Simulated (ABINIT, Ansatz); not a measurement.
**Ba (Pm-3m): phonons by linear response**

Aim: the phonon dispersion of Ba (Pm-3m), checked by a second program.

Main program and level: ABINIT 10.8.3; DFT LDA, scalar-relativistic, plane waves, PseudoDojo norm-conserving pseudopotentials.

This is not the structure that Ba takes at ambient pressure and room temperature (bcc); it is a model or a phase of other conditions.

### 1. The starting structure

Symmetry: Pm-3m, No. 221, cubic system. The conventional cell has a = 3.714 Å, b = 3.714 Å, c = 3.714 Å, α = 90.00°, β = 90.00°, γ = 90.00°. Nearest to Ba lie 6 Ba at 3.71 Å. That group holds within 0.01 Å; judged at 0.001 Å it is P4/mmm (No. 123).

### 2. Relaxing the cell and atoms

The harmonic expansion needs vanishing forces, and a free crystal bears no stress, so cell and atoms are brought to rest. Stress is more sensitive to the basis than forces are: the last 3 Ha under the cutoff are smoothed with ecutsm, and the cutoff is raised above that of the later runs.

The starting cell comes from a relaxation made beforehand in Ansatz (LDA, PseudoDojo NC).

Contents of relax.abi:

```
# relaxation
ionmov 2
optcell 2
dilatmx 1.08
ntime 40
tolmxf 1.0d-05
tolvrs 1.0d-14
prtwf 0
prtden 0
chksymtnons 0

# basis, mesh and filling
ecut 28.0
ecutsm 3.0
ngkpt 10 10 10
nshiftk 1
shiftk 0.0 0.0 0.0
istwfk *1
occopt 7
tsmear 0.01
nband 11
nstep 100
diemac 1000000.0
prtebands 0
prtgsr 0
useylm 1

# cell and atoms
acell 7.019403721 7.019403721 7.014105765
rprim 
    1.0 0.0 0.0
    0.0 1.0 0.0
    0.0 0.0 1.0
ntypat 1
znucl 56
natom 1
typat 1
xred 
    0.5 0.5 0.5
pp_dirpath "./pseudo"
pseudos "Ba.upf"
```

Run with:

```sh
$ OMP_NUM_THREADS=1 mpirun -n 4 abinit relax.abi > relax.log
```

Numbers of over 12 decimals in the logs are rounded to 6 here.

relax.abo, the main output file:

```text
[banners, grids, parts of the stress and lines that vanish by symmetry left out]
- input  file    -> relax.abi
- output file    -> relax.abo
- root for input  files -> relaxi
[...]
Symmetries : space group P4/m m m (#123); Bravais tP (primitive tetrag.)
[...]
mpw =        3112          nfft =       64000          nkpt =         126
[...]
== DATASET  1 ==================================================================
[...]
cutoff_energies: {ecut:  28.0, pawecutdg:  -1.0, }
[...]
ETOT  1  -28.144158243376    -2.814E+01 5.004E-02 2.233E+00
 ETOT  2  -28.159130393214    -1.497E-02 1.050E-02 1.249E-01
 ETOT  3  -28.159139845109    -9.452E-06 3.751E-03 1.741E-03
 ETOT  4  -28.159140007040    -1.619E-07 8.800E-04 1.014E-04
 ETOT  5  -28.159140016384    -9.345E-09 6.050E-04 2.814E-06
[...]
At SCF step   10       vres2   =  4.00E-16 < tolvrs=  1.00E-14 =>converged.
[...]
sigma(1 1)= -4.17438982E-06  sigma(3 2)=  0.00000000E+00
  sigma(2 2)= -4.17438982E-06  sigma(3 1)=  0.00000000E+00
  sigma(3 3)= -5.05918540E-06  sigma(2 1)=  0.00000000E+00
[...]
convergence: {deltae:  4.547E-13, res2:  3.999E-16, residm:  4.696E-05, diffor: null, }
etotal    :  -2.81591400E+01
[...]
ETOT  1  -28.159140453749    -2.816E+01 3.598E-05 1.976E-03
[...]
At SCF step    8       vres2   =  7.59E-16 < tolvrs=  1.00E-14 =>converged.
[...]
sigma(1 1)= -4.05216045E-06  sigma(3 2)=  0.00000000E+00
  sigma(2 2)= -4.05216045E-06  sigma(3 1)=  0.00000000E+00
  sigma(3 3)= -4.90524789E-06  sigma(2 1)=  0.00000000E+00
[...]
convergence: {deltae: -8.953E-13, res2:  7.589E-16, residm:  4.874E-05, diffor: null, }
etotal    :  -2.81591406E+01
[...]
ETOT  1  -28.158954636148    -2.816E+01 4.224E-05 2.166E+00
[...]
At SCF step    9       vres2   =  9.21E-15 < tolvrs=  1.00E-14 =>converged.
[...]
sigma(1 1)= -1.15169535E-07  sigma(3 2)=  0.00000000E+00
  sigma(2 2)= -1.15169535E-07  sigma(3 1)=  0.00000000E+00
  sigma(3 3)=  4.36434811E-08  sigma(2 1)=  0.00000000E+00
[...]
convergence: {deltae: -1.776E-13, res2:  9.208E-15, residm:  3.536E-06, diffor: null, }
etotal    :  -2.81591508E+01
[...]
ETOT  1  -28.159150722078    -2.816E+01 1.917E-06 3.668E-04
[...]
At SCF step    8       vres2   =  1.45E-16 < tolvrs=  1.00E-14 =>converged.
[...]
sigma(1 1)= -6.31628917E-08  sigma(3 2)=  0.00000000E+00
  sigma(2 2)= -6.31628917E-08  sigma(3 1)=  0.00000000E+00
  sigma(3 3)=  1.02484000E-07  sigma(2 1)=  0.00000000E+00
[...]
convergence: {deltae: -9.592E-14, res2:  1.445E-16, residm:  7.046E-07, diffor: null, }
etotal    :  -2.81591508E+01
[...]
ETOT  1  -28.159150755563    -2.816E+01 6.465E-07 2.576E-06
[...]
At SCF step    7       vres2   =  5.49E-16 < tolvrs=  1.00E-14 =>converged.
[...]
sigma(1 1)= -5.71075067E-08  sigma(3 2)=  0.00000000E+00
  sigma(2 2)= -5.71075067E-08  sigma(3 1)=  0.00000000E+00
  sigma(3 3)=  1.02957439E-07  sigma(2 1)=  0.00000000E+00
[...]
convergence: {deltae:  2.238E-13, res2:  5.491E-16, residm:  8.853E-07, diffor: null, }
etotal    :  -2.81591508E+01
[...]
ETOT  1  -28.159150739027    -2.816E+01 7.573E-07 1.473E-04
[...]
ETOT  7  -28.159150757576     1.847E-13 3.126E-07 2.520E-14
 ETOT  8  -28.159150757576    -4.370E-13 4.024E-07 1.371E-16
 At SCF step    8       vres2   =  1.37E-16 < tolvrs=  1.00E-14 =>converged.
[...]
sigma(1 1)= -7.14881736E-09  sigma(3 2)=  0.00000000E+00
  sigma(2 2)= -7.14881736E-09  sigma(3 1)=  0.00000000E+00
  sigma(3 3)=  7.25977893E-08  sigma(2 1)=  0.00000000E+00
[...]
convergence: {deltae: -4.370E-13, res2:  1.371E-16, residm:  4.024E-07, diffor: null, }
etotal    :  -2.81591508E+01
[...]
At Broyd/MD step   6, gradients are converged :
[...]
sigma(1 1)= -7.14881736E-09  sigma(3 2)=  0.00000000E+00
  sigma(2 2)= -7.14881736E-09  sigma(3 1)=  0.00000000E+00
  sigma(3 3)=  7.25977893E-08  sigma(2 1)=  0.00000000E+00
[...]
- sigma(1 1)= -2.10325468E-04  sigma(3 2)=  0.00000000E+00
- sigma(2 2)= -2.10325468E-04  sigma(3 1)=  0.00000000E+00
- sigma(3 3)=  2.13590070E-03  sigma(2 1)=  0.00000000E+00
[...]
fcart     -0.0000000000E+00 -0.0000000000E+00 -0.0000000000E+00
           strten     -7.1488173558E-09 -7.1488173558E-09  7.2597789336E-08
================================================================================

[key lines of the parts left out:]
pressure_GPa:  -5.7175E-04
Total energy (etotal) [Ha]= -2.81591507575763E+01
```

It took 2.5 min on 4 MPI ranks of Arm Neoverse V1, shared host; 10 min of CPU time.

The steps of the relaxation:

| step | energy less that of the first step (eV) | largest force (eV/Å) | volume (Å³) |
| --- | --- | --- | --- |
| 1 | 0.0000 | 0.0000 | 51.21 |
| 2 | 0.0000 | 0.0000 | 51.23 |
| 3 | -0.0003 | 0.0000 | 51.92 |
| 4 | -0.0003 | 0.0000 | 51.93 |
| 5 | -0.0003 | 0.0000 | 51.93 |
| 6 | -0.0003 | 0.0000 | 51.93 |

| cell as run | before | after | change |
| --- | --- | --- | --- |
| a (Å) | 3.715 | 3.731 | +0.4 % |
| b (Å) | 3.715 | 3.731 | +0.4 % |
| c (Å) | 3.712 | 3.731 | +0.5 % |
| volume (Å³/atom) | 51.21 | 51.93 | +1.4 % |

Final coordinates:

```
Ba
1.0
     3.73076    0.00000    0.00000
     0.00000    3.73076    0.00000
     0.00000    0.00000    3.73102
Ba
1
Direct
  0.50000 0.50000 0.50000
```

This step gave:

- volume per atom: 51.93 Å³
- pressure: -5.72e-4 GPa
- gap on the k-mesh: 0 eV

The volume changes by +1.4 % from the cell with which this run began.

### 3. Ground state

The response is built on these wavefunctions, so the potential is converged far more tightly than an energy would need. Occupations are smeared.

Contents of gs.abi:

```
# ground state
tolvrs 1.0d-16
prtden 1
prtwf 1

# basis, mesh and filling
ecut 21.5
ngkpt 10 10 10
nshiftk 1
shiftk 0.0 0.0 0.0
istwfk *1
occopt 7
tsmear 0.01
nband 11
nstep 100
diemac 1000000.0
prtebands 0
prtgsr 0
useylm 1

# cell and atoms
acell 7.05027897 7.05027897 7.05027897
rprim 
    1.0 0.0 0.0
    0.0 1.0 0.0
    0.0 0.0 1.0
ntypat 1
znucl 56
natom 1
typat 1
xred 
    0.5 0.5 0.5
pp_dirpath "./pseudo"
pseudos "Ba.upf"
```

Run with:

```sh
$ OMP_NUM_THREADS=1 mpirun -n 4 abinit gs.abi > gs.log
```

gs.abo, the main output file:

```text
[banners, grids, parts of the stress and lines that vanish by symmetry left out]
- input  file    -> gs.abi
- output file    -> gs.abo
- root for input  files -> gsi
[...]
Symmetries : space group Pm -3 m (#221); Bravais cP (primitive cubic)
[...]
mpw =        1743          nfft =       27000          nkpt =          56
[...]
== DATASET  1 ==================================================================
[...]
cutoff_energies: {ecut:  21.5, pawecutdg:  -1.0, }
[...]
ETOT  1  -28.148130557733    -2.815E+01 2.648E-02 1.102E+00
 ETOT  2  -28.159132132366    -1.100E-02 6.342E-03 1.913E-02
 ETOT  3  -28.159135476968    -3.345E-06 8.323E-04 1.792E-03
 ETOT  4  -28.159135808419    -3.315E-07 3.467E-04 1.895E-05
 ETOT  5  -28.159135812108    -3.690E-09 5.733E-05 5.073E-07
[...]
ETOT  9  -28.159135812258    -2.061E-13 1.421E-05 4.098E-15
 ETOT 10  -28.159135812257     1.457E-13 1.183E-05 1.727E-17
 At SCF step   10       vres2   =  1.73E-17 < tolvrs=  1.00E-16 =>converged.
[...]
sigma(1 1)=  3.74043587E-07  sigma(3 2)=  0.00000000E+00
  sigma(2 2)=  3.74043587E-07  sigma(3 1)=  0.00000000E+00
  sigma(3 3)=  3.74043587E-07  sigma(2 1)=  0.00000000E+00
[...]
convergence: {deltae:  1.457E-13, res2:  1.727E-17, residm:  1.183E-05, diffor: null, }
etotal    :  -2.81591358E+01
[...]
sigma(1 1)=  3.74043587E-07  sigma(3 2)=  0.00000000E+00
  sigma(2 2)=  3.74043587E-07  sigma(3 1)=  0.00000000E+00
  sigma(3 3)=  3.74043587E-07  sigma(2 1)=  0.00000000E+00
[...]
- sigma(1 1)=  1.10047423E-02  sigma(3 2)=  0.00000000E+00
- sigma(2 2)=  1.10047423E-02  sigma(3 1)=  0.00000000E+00
- sigma(3 3)=  1.10047423E-02  sigma(2 1)=  0.00000000E+00
[...]
fcart     -0.0000000000E+00 -0.0000000000E+00 -0.0000000000E+00
           strten      3.7404358733E-07  3.7404358733E-07  3.7404358733E-07
================================================================================

[key lines of the parts left out:]
pressure_GPa:  -1.1005E-02
```

It took 8 s on 4 MPI ranks.

This step gave:

| Property | Result |
| --- | --- |
| pressure | -0.01100 GPa |

The cell stands at -0.011 GPa, close enough for phonons.

(Continued in part 2 of 4.)

[Host names and launcher messages were left out of these logs when they were recorded.]

[Logs are printed without paths, hosts, clocks, repeated set-up lines and the standing remarks that a program may print on its own settings, such as how far it seeks lower states.]

[Hosts, paths, dates, database ids (printed as entryN), source tags and the programs' standing remarks are cut or masked in the printed files.]
